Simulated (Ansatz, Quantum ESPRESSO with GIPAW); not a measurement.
# Solid-state NMR of C2H2BF4N by GIPAW, part 2 of 2

Wanted: NMR shieldings and quadrupolar couplings for each site of C2H2BF4N.

Quantum ESPRESSO with GIPAW; PBEsol.

So far. Step 3 (GIPAW: job nmr): In this run the largest span is that of N (site symmetry 1), with principal values -94.8, -84.8 and 265.0 ppm.

### Step 4. Electric field gradients

Level of this step: DFT, PBEsol, plane-wave PAW, default files, scalar-relativistic, field gradients (Ansatz).

2H, 11B and 14N have a quadrupole moment, which couples to the field gradient and broadens the lines. The gradient is a property of the ground-state density and needs no response; it is taken from a second code that counts the whole PAW charge. C_Q = eQV_zz/h, with Q = 0.00285783 barn for 2H, 0.04059 barn for 11B, 0.02044 barn for 14N.

This step: DFT, PBEsol, plane-wave PAW, default files (PAW set soft_2), scalar-relativistic, field gradients (Ansatz 0.2.0), on the same atoms.

input.yaml reads:

```yaml
crystal:
  lattice:
    - [5.173, 0.0, 0.0]
    - [0.0, 5.754, 0.0]
    - [-1.2400560044, 0.0, 7.8294054759]
  atoms:
    - { symbol: F, position: [0.8641407478, 0.2638959286, 0.0989314732] }
    - { symbol: F, position: [0.1358592522, 0.7638959286, 0.9010685268] }
    - { symbol: F, position: [0.5438811513, 0.6390181552, 0.3549854689] }
    - { symbol: F, position: [0.4561188487, 0.1390181552, 0.6450145311] }
    - { symbol: F, position: [0.7176958403, 0.7695382658, 0.1223940556] }
    - { symbol: F, position: [0.2823041597, 0.2695382658, 0.8776059444] }
    - { symbol: F, position: [0.8653758185, 0.9211751207, 0.3892013427] }
    - { symbol: F, position: [0.1346241815, 0.4211751207, 0.6107986573] }
    - { symbol: "N", position: [0.4368758983, 0.0236121149, 0.251112912] }
    - { symbol: "N", position: [0.5631241017, 0.5236121149, 0.748887088] }
    - { symbol: C, position: [0.2808500893, 0.1679050617, 0.2308150424] }
    - { symbol: C, position: [0.7191499107, 0.6679050617, 0.7691849576] }
    - { symbol: C, position: [0.0813991796, 0.3482231653, 0.2052249105] }
    - { symbol: C, position: [0.9186008204, 0.8482231653, 0.7947750895] }
    - { symbol: B, position: [0.6553282055, 0.8249688203, 0.2812161682] }
    - { symbol: B, position: [0.3446717945, 0.3249688203, 0.7187838318] }
    - { symbol: H, position: [0.1605453496, 0.5006757927, 0.1461464588] }
    - { symbol: H, position: [0.8394546504, 1.0006757927, 0.8538535412] }
    - { symbol: H, position: [0.0305960997, 0.3954875748, 0.3312934989] }
    - { symbol: H, position: [0.9694039003, 0.8954875748, 0.6687065011] }
kpoints:
  mp_grid: { grid: [4, 3, 3] }
scf:
  occupations: { method: fixed }
hamiltonian:
  xc: pbesol
  pseudopotentials: { kind: paw, frozen_core: stored }
output:
  forces: false
  stress: false
  efg:
    quadrupole_moments_barn: { "N": 0.02044, B: 0.04059, H: 0.00285783 }
  write_density: true
  write_potential: true
  elf: true
  volumetric_format: npy
```

Launch:

```console
$ ansatz run input.yaml --threads 4 --pin off --max-ram 16384MiB --backend cpu --events-out ev --progress --plain --runs-dir out
```

What it wrote:

```text
[... set-up, SCF cycles and energies left out ...]
--- PAW observables at the nuclei: V_zz in 10²¹ V/m², potentials from the cell's mean, atoms counted from 1 ---
  atom   1  F  V_zz =   +31.595757   η = 0.0442   by run symmetry: allowed
  atom   2  F  V_zz =   +31.595757   η = 0.0442   by run symmetry: allowed
  atom   3  F  V_zz =   +14.898931   η = 0.0689   by run symmetry: allowed
  atom   4  F  V_zz =   +14.898931   η = 0.0689   by run symmetry: allowed
  atom   5  F  V_zz =   +15.169532   η = 0.1069   by run symmetry: allowed
  atom   6  F  V_zz =   +15.169532   η = 0.1069   by run symmetry: allowed
  atom   7  F  V_zz =   +14.885110   η = 0.0419   by run symmetry: allowed
  atom   8  F  V_zz =   +14.885110   η = 0.0419   by run symmetry: allowed
  atom   9  N  V_zz =    -2.813355   η = 0.8833   by run symmetry: allowed   C_q = -1.3905 MHz
  atom  10  N  V_zz =    -2.813355   η = 0.8833   by run symmetry: allowed   C_q = -1.3905 MHz
  atom  11  C  V_zz =    -3.638410   η = 0.0456   by run symmetry: allowed
  atom  12  C  V_zz =    -3.638410   η = 0.0456   by run symmetry: allowed
  atom  13  C  V_zz =    +5.016467   η = 0.7660   by run symmetry: allowed
  atom  14  C  V_zz =    +5.016467   η = 0.7660   by run symmetry: allowed
  atom  15  B  V_zz =    +0.847259   η = 0.0236   by run symmetry: allowed   C_q = +0.8316 MHz
  atom  16  B  V_zz =    +0.847259   η = 0.0236   by run symmetry: allowed   C_q = +0.8316 MHz
  atom  17  H  V_zz =    +2.527566   η = 0.0755   by run symmetry: allowed   C_q = +0.1747 MHz
  atom  18  H  V_zz =    +2.527566   η = 0.0755   by run symmetry: allowed   C_q = +0.1747 MHz
  atom  19  H  V_zz =    +2.416253   η = 0.0767   by run symmetry: allowed   C_q = +0.1670 MHz
  atom  20  H  V_zz =    +2.416253   η = 0.0767   by run symmetry: allowed   C_q = +0.1670 MHz
--- Band table (eV; the first three rows and the last of 14) ---
  k-point 0: bands = ["-24.2521", "-24.2176", "-23.5437", "-23.5241", "-22.4328", "-22.4327", "-22.3990", "-22.3914", "-18.0561", "-18.0363", "-13.0397", "-13.0103", "-9.1784", "-9.1200", "-7.6046", "-7.4094", "-6.9052", "-6.8115", "-6.5873", "-6.5693", "-6.4166", "-6.3264", "-5.9139", "-5.8759", "-5.7196", "-5.7176", "-4.1966", "-4.0489", "-3.9310", "-3.8673", "-3.4106", "-3.2384", "-3.1659", "-3.0826", "-3.0318", " [...]
  k-point 1: bands = ["-24.2512", "-24.2182", "-23.5462", "-23.5222", "-22.4338", "-22.4309", "-22.3993", "-22.3918", "-18.0516", "-18.0403", "-13.0430", "-13.0053", "-9.1748", "-9.1335", "-7.6366", "-7.3868", "-6.8989", "-6.8194", "-6.6994", "-6.5885", "-6.3699", "-6.2017", "-5.9226", "-5.8222", "-5.7348", "-5.7177", "-4.2514", "-3.9915", "-3.9269", "-3.8494", "-3.4908", "-3.2334", "-3.1861", "-3.0981", "-3.0057", " [...]
  k-point 2: bands = ["-24.2407", "-24.2234", "-23.5412", "-23.5315", "-22.4334", "-22.4331", "-22.3972", "-22.3937", "-18.0542", "-18.0444", "-13.0223", "-13.0076", "-9.2071", "-9.1777", "-7.5274", "-7.4341", "-6.8540", "-6.7871", "-6.6647", "-6.6254", "-6.3492", "-6.2975", "-5.8987", "-5.8782", "-5.7059", "-5.7038", "-4.1174", "-4.0456", "-3.8841", "-3.8412", "-3.3131", "-3.2461", "-3.2167", "-3.1519", "-3.1108", " [...]
  k-point 13: bands = ["-24.2358", "-24.2219", "-23.5346", "-23.5314", "-22.4387", "-22.4305", "-22.3992", "-22.3961", "-18.0660", "-18.0630", "-13.0192", "-12.9936", "-9.2199", "-9.1584", "-7.5508", "-7.5035", "-6.9137", "-6.8641", "-6.6974", "-6.6283", "-6.3088", "-6.2338", "-5.8933", "-5.8532", "-5.7209", "-5.6085", "-3.9747", "-3.9061", "-3.7625", "-3.7119", "-3.3982", "-3.3428", "-3.2935", "-3.2369", "-3.1357",  [...]

[the lines on potentials at the nuclei are left out]
```

The job ended after 7.3 s (4 threads of Arm Neoverse V1, shared host; peak memory 0.68 GiB; 28 s of CPU time).

Among nuclei of half-integer spin the second-order effect is largest for 11B on B (spin 3/2, C_Q 0.83 MHz): at 9.4 T it moves the centre of gravity of the MAS line by -1.0 ppm from δ_iso, and by a quarter of that at twice the field, by δ_Q = −(3/40)(C_Q/ν0)²(1 + η²/3)[I(I+1) − 3/4]/[I²(2I−1)²] × 10⁶ ppm with ν0 = 128.4 MHz.

### Step 5. From shieldings to shifts

A shielding is counted from the bare nucleus and a shift from a reference compound, with the opposite sign. A fitted line does better than one reference, as its slope takes up part of the functional's error. For ¹H and ⁷Li, with little paramagnetic shielding, slope and scatter come mostly from geometry, vibration and the shape term.

Reference lines, from the same functional and files: 13C: δ = (162.2 − σ), zero at TMS, fitted to 6 measured values, from C, KHCO3, Li2CO3, MgCO3, Na2CO3 and SiC, with a scatter of 0.77 ppm r.m.s., on σ without the shape term; 1H: δ = (29.71 − σ) / 1.204, zero at TMS, fitted to 11 measured values, from Ca(BH4)2, Ca(OH)2, CsH2PO4, LiBH4, LiH, MgH2, NaH, NaOH and NH4H2PO4, with a scatter of 0.61 ppm r.m.s., with σ taken with the shape term of a sphere (6.1 ppm here). Kinds of site that fitted badly were split off after the misses were seen, so the scatter is that of the points kept.

Covalently bonded atoms count as neighbours within 1.18 times the sum of their radii. Otherwise a cation's neighbours lie within 1.2 times its shortest bond (1.3 for large cations, each anion's radius taken off where they differ), and an anion's are the cations that count it.

| site | atom no. | atoms in cell | surroundings | bonds (Å) | δ_iso (ppm) | C_Q (MHz) | η_Q |
| --- | --- | --- | --- | --- | --- | --- | --- |
| F(1) | 1 | 2 | bound to C | 1.383 | - | - | - |
| F(2) | 3 | 2 | bound to B | 1.387 | - | - | - |
| F(3) | 5 | 2 | bound to B | 1.385 | - | - | - |
| F(4) | 7 | 2 | bound to B | 1.389 | - | - | - |
| N | 9 | 2 | bound to CB | 1.15 to 1.60 | - | -1.39 | 0.88 |
| C(1) | 11 | 2 | CNC | 1.15 to 1.45 | 110.0 | - | - |
| C(2) | 13 | 2 | CFCH2 | 1.10 to 1.45 | 68.5 | - | - |
| B | 15 | 2 | BF3N | 1.38 to 1.60 | - | 0.83 | 0.02 |
| H(1) | 17 | 2 | bound to C | 1.103 | 5.02 | 0.175 | 0.08 |
| H(2) | 19 | 2 | bound to C | 1.106 | 5.35 | 0.167 | 0.08 |

The 4 F sites spread over 118.9 ppm in shielding, from F(4) (least shielded) to F(1). By surroundings the C shifts are 4-coordinate: 68.5; 2-coordinate: 110.0 ppm. The 2 H sites spread over 0.39 ppm in shielding, from H(2) (least shielded) to H(1).

Simulated spectrum: 13C MAS at 10 kHz, 7.05 T (75.5 MHz), lines broadened by 1.3 ppm; rigid lattice, with dipolar and J couplings left out. Lines over 1.5 % of the strongest (ppm: area): 242.5: 0.15, 110.0: 0.74, 68.5: 1.00, -22.5: 0.09, -154.9: 0.03. Spinning sidebands lie 132.5 ppm apart.

At this broadening the 2 isotropic lines are resolved.

Simulated spectrum: 1H MAS at 30 kHz, 7.05 T (300.2 MHz), lines broadened by 0.5 ppm; rigid lattice, with dipolar and J couplings left out. Its lines over 1.5 % of the strongest:

| δ (ppm) | area |
| --- | --- |
| 5.35 | 1.00 |
| 5.02 | 1.00 |

At this broadening the 2 sites give 1 resolved isotropic line.

Simulated spectrum: 11B fast MAS, 7.05 T (96.3 MHz), central transition to second order, lines broadened by 0.5 ppm; the axis counts ppm from the isotropic position of B, as −Δσ; rigid lattice, with dipolar and J couplings and satellite transitions left out.

```json
{"offset (ppm)": "1.53", "intensity": "0.00"}
{"offset (ppm)": "1.27", "intensity": "0.00"}
{"offset (ppm)": "1.01", "intensity": "0.01"}
{"offset (ppm)": "0.75", "intensity": "0.01"}
{"offset (ppm)": "0.51", "intensity": "0.01"}
{"offset (ppm)": "0.25", "intensity": "0.02"}
{"offset (ppm)": "-0.01", "intensity": "0.03"}
{"offset (ppm)": "-0.25", "intensity": "0.11"}
{"offset (ppm)": "-0.50", "intensity": "0.48"}
{"offset (ppm)": "-0.76", "intensity": "0.97"}
{"offset (ppm)": "-0.84", "intensity": "1.00"}
{"offset (ppm)": "-1.00", "intensity": "0.91"}
{"offset (ppm)": "-1.26", "intensity": "0.71"}
{"offset (ppm)": "-1.52", "intensity": "0.62"}
{"offset (ppm)": "-1.78", "intensity": "0.59"}
{"offset (ppm)": "-2.02", "intensity": "0.59"}
{"offset (ppm)": "-2.28", "intensity": "0.63"}
{"offset (ppm)": "-2.54", "intensity": "0.75"}
{"offset (ppm)": "-2.74", "intensity": "0.83"}
{"offset (ppm)": "-2.78", "intensity": "0.82"}
{"offset (ppm)": "-3.03", "intensity": "0.51"}
{"offset (ppm)": "-3.29", "intensity": "0.20"}
{"offset (ppm)": "-3.53", "intensity": "0.12"}
{"offset (ppm)": "-3.79", "intensity": "0.10"}
{"offset (ppm)": "-4.05", "intensity": "0.09"}
{"offset (ppm)": "-4.31", "intensity": "0.08"}
{"offset (ppm)": "-4.55", "intensity": "0.06"}
{"offset (ppm)": "-4.81", "intensity": "0.02"}
{"offset (ppm)": "-5.07", "intensity": "0.01"}
{"offset (ppm)": "-5.30", "intensity": "0.00"}
{"offset (ppm)": "-5.56", "intensity": "0.00"}
{"offset (ppm)": "-5.82", "intensity": "0.00"}
{"offset (ppm)": "-6.06", "intensity": "0.00"}
{"offset (ppm)": "-6.32", "intensity": "0.00"}
{"offset (ppm)": "-6.58", "intensity": "0.00"}
{"offset (ppm)": "-6.82", "intensity": "0.00"}
```

Most prominent maxima (ppm: height): -0.84: 1.00, -2.74: 0.83.

### Step 6. Other settings and structures

Each row names what was changed: another functional shows how far the paramagnetic term hangs on the exchange-correlation form.

Changes of σ_iso (ppm) against the run above (PBEsol, cutoffs 55 and 340 Ry, mesh 3×3×2, 46 min). Times are CPU times of pw.x and gipaw.x together, on 4 MPI ranks of Arm Neoverse V1, shared host; on a shared host they are rough.

| run | CPU time | f-sum miss | F(1) | F(2) | F(3) | F(4) | N | C(1) | C(2) |
| --- | --- | --- | --- | --- | --- | --- | --- | --- | --- |
| PBE | 41 min | 0.023 | -4.4 | +3.8 | +3.9 | +3.9 | +1.5 | +0.3 | -0.7 |

### Step 7. What came out

```
13C shift                        : 110.0, 68.5 ppm
1H shift                         : 5.35, 5.02 ppm
2H size of C_Q                   : 0.167, 0.175 MHz
11B shielding without shape term : 89.8 ppm
11B size of C_Q                  : 0.83 MHz
19F shielding without shape term : 286.2, 290.3, 292.0, 405.1 ppm
15N shielding without shape term : 28.5 ppm
14N size of C_Q                  : 1.39 MHz
```

13C has 2 sites, in the ratio 1:1: C(1) (CNC) at a shift of 110.0 and C(2) (CFCH2) at a shift of 68.5 ppm. 1H has 2 sites, in the ratio 1:1: H(2) (bound to C) at a shift of 5.35 and H(1) (bound to C) at a shift of 5.02 ppm. The closest two lie 0.33 ppm apart, less than the scatter of the reference line; errors within one crystal cancel in part, but their order is not certain. A finer mesh and a higher cutoff were not carried through on these files. The largest change with the functional is 4.4 ppm in absolute shielding; part of that drops out once each functional has its own reference line. Hydrogen's values are less sure: spans of ¹H carry errors of some ppm on PAW files, the bulk susceptibility matters on its narrow scale, and it is treated as a fixed classical nucleus at 0 K. This build of gipaw.x prints that it is not audited and that its numbers are no references by themselves. It also reports spline_ps as false although the input sets it; why was not traced. The field gradients use PAW files made for PBE.

[Banner, clock, file and message-heading lines were taken out of the pw.x and gipaw.x logs.]

[Logs are printed without paths, hosts, clocks, repeated set-up lines and the standing remarks that a program may print on its own settings, such as how far it seeks lower states.]

[Hosts, paths, dates, database ids (printed as entryN), source tags and the programs' standing remarks are cut or masked in the printed files.]

[Where no reference line passes its bar on scatter, no shift is given, so a measured shift of this compound may stand uncompared.]
